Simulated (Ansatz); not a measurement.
# Surface energy of Al(331) slab (28 atoms)

What is the surface energy of this cell, counted against the bulk crystal, and how far does it hang on functional and mesh?

Calculated with Ansatz 0.2.0: Kohn-Sham DFT, PBE, PAW (set soft_2), plane waves; cutoff 420 eV, fermi-dirac smearing of 0.1 eV. Cutoffs: 420 eV for PBE and PBEsol; 500 eV for r2SCAN.

**The cells**

The cell holds 28 atoms: 28 Al. Cell: a = 5.713 Å, b = 6.388 Å, c = 27.049 Å, α = 90.0°, β = 90.0°, γ = 77.1°. It derives from Al. The starting structure: Slab of Al cut on (3 3 1), 12.0 Å thick, 2 x 1 surface cells, both faces free, 15 Å of vacuum; not relaxed. Lattice constants are starting values near those of PBE. Vacuum lies along c.

The bulk reference is Al4 in a cell of 4 atoms, 16.485 Å³ an atom.

The input of the single point on the relaxed cell:

```yaml
crystal:
  lattice:
    - [5.71342, 0.0, 0.0]
    - [1.42836, 6.22606, 0.0]
    - [0.0, 0.0, 27.04891]
  atoms:
    - { symbol: Al, position: [0.31258, 0.74948, 0.27953] }
    - { symbol: Al, position: [0.4715, 0.11212, 0.31136] }
    - { symbol: Al, position: [0.13161, 0.4706, 0.34359] }
    - { symbol: Al, position: [0.28935, 0.84136, 0.38031] }
    [... 22 atom lines left out ...]
    - { symbol: Al, position: [0.71271, 0.15103, 0.68864] }
    - { symbol: Al, position: [0.87163, 0.51367, 0.72047] }
kpoints:
  mp_grid: { grid: [6, 6, 1] }
hamiltonian:
  xc: pbe
scf:
  occupations: { method: fermi_dirac, width: 0.1 }
output:
  forces: true
  populations: true
  dos:
    method: { smearing: { sigma: 0.08 } }
    de: 0.1
    projected: { site_lists: { Al: [Al] } }
  eigenvalues: true
  write_density: true
  write_potential: true
  volumetric_format: npy
```

| cell | formula | k-mesh | relaxation steps | gain on relaxing (eV) | free energy, PBE (eV) | time of its runs on this page |
| --- | --- | --- | --- | --- | --- | --- |
| Al(331) slab | Al28 | 6×6×1 (relaxed on 4×4×1) | 2 | 0.10 | -15046.022 | 1.9 min |
| bulk Al | Al4 | 14×14×14 | - | - | -2150.040 | 3.5 s |

Times come from shared hosts and are rough.

**Surface energy**

The excess is the cell's free energy less 7 times that of the bulk cell. It is divided by twice the area, as the cell holds two faces, so the value is their mean, and they need not be alike (35.57 Å²), with 1 eV/Å² = 16.022 J/m².

| level | k-mesh | excess (eV) | surface energy (J/m²) | per area (meV/Å²) |
| --- | --- | --- | --- | --- |
| PBE | 6×6×1 | 4.255 | 0.958 | 59.8 |
| PBE, denser mesh | 8×7×1 | 4.283 | 0.965 | 60.2 |
| r2SCAN | 6×6×1 | 4.806 | 1.082 | 67.6 |
| PBEsol | 6×6×1 | 4.974 | 1.120 | 69.9 |

Worked for the first row at PBE: (-15046.022) − 7 × (-2150.040) = 4.255 eV (from unrounded energies).

Then 4.255 / (2 × 35.57) × 16.022 = 0.958 J/m².

**Neighbours**

Bonds by pair of elements; cutoffs follow the first minimum of g(r), held within bounds set by covalent radii, and pairs that aren't listed don't count as bonded:

| pair A-B | cutoff (Å) | bonds | mean length (Å) | spread (Å) | shortest (Å) | B about A | A about B |
| --- | --- | --- | --- | --- | --- | --- | --- |
| Al-Al | 3.27 | 150 | 2.85 | 0.031 | 2.79 | 10.7 | 10.7 |

How many atoms have how many bonded neighbours:

| element | mean | 7 | 9 | 11 | 12 |
| --- | --- | --- | --- | --- | --- |
| Al | 10.7 | 4 | 4 | 4 | 16 |

**Findings**

At PBE the surface energy is 0.96 J/m². At the same geometries the levels give 0.96 (PBE) to 1.12 J/m² (PBEsol) and the denser mesh leaves it within 0.01 J/m². Relaxing the atoms lowered it by 0.023 J/m² from the start (on the 4×4×1 mesh of the relaxation), and the farthest atom moved 0.10 Å. By these cutoffs 12 of 28 Al atoms differ from the commonest count of 12.

Limits: The cell edges were held, so the lattice is the typed one for every functional. Cell and bulk are sampled on unlike meshes, and the error grows with the number of atoms subtracted. These are free energies under a smearing of 0.1 eV, whose entropy term isn't removed. In some runs the program notes that positions were snapped to a detected symmetry and the exchange-correlation potential is rough where the density is thin.

[Logs are printed without paths, hosts, clocks, repeated set-up lines and the standing remarks that a program may print on its own settings, such as how far it seeks lower states.]

[Hosts, paths, dates, database ids (printed as entryN), source tags and the programs' standing remarks are cut or masked in the printed files.]
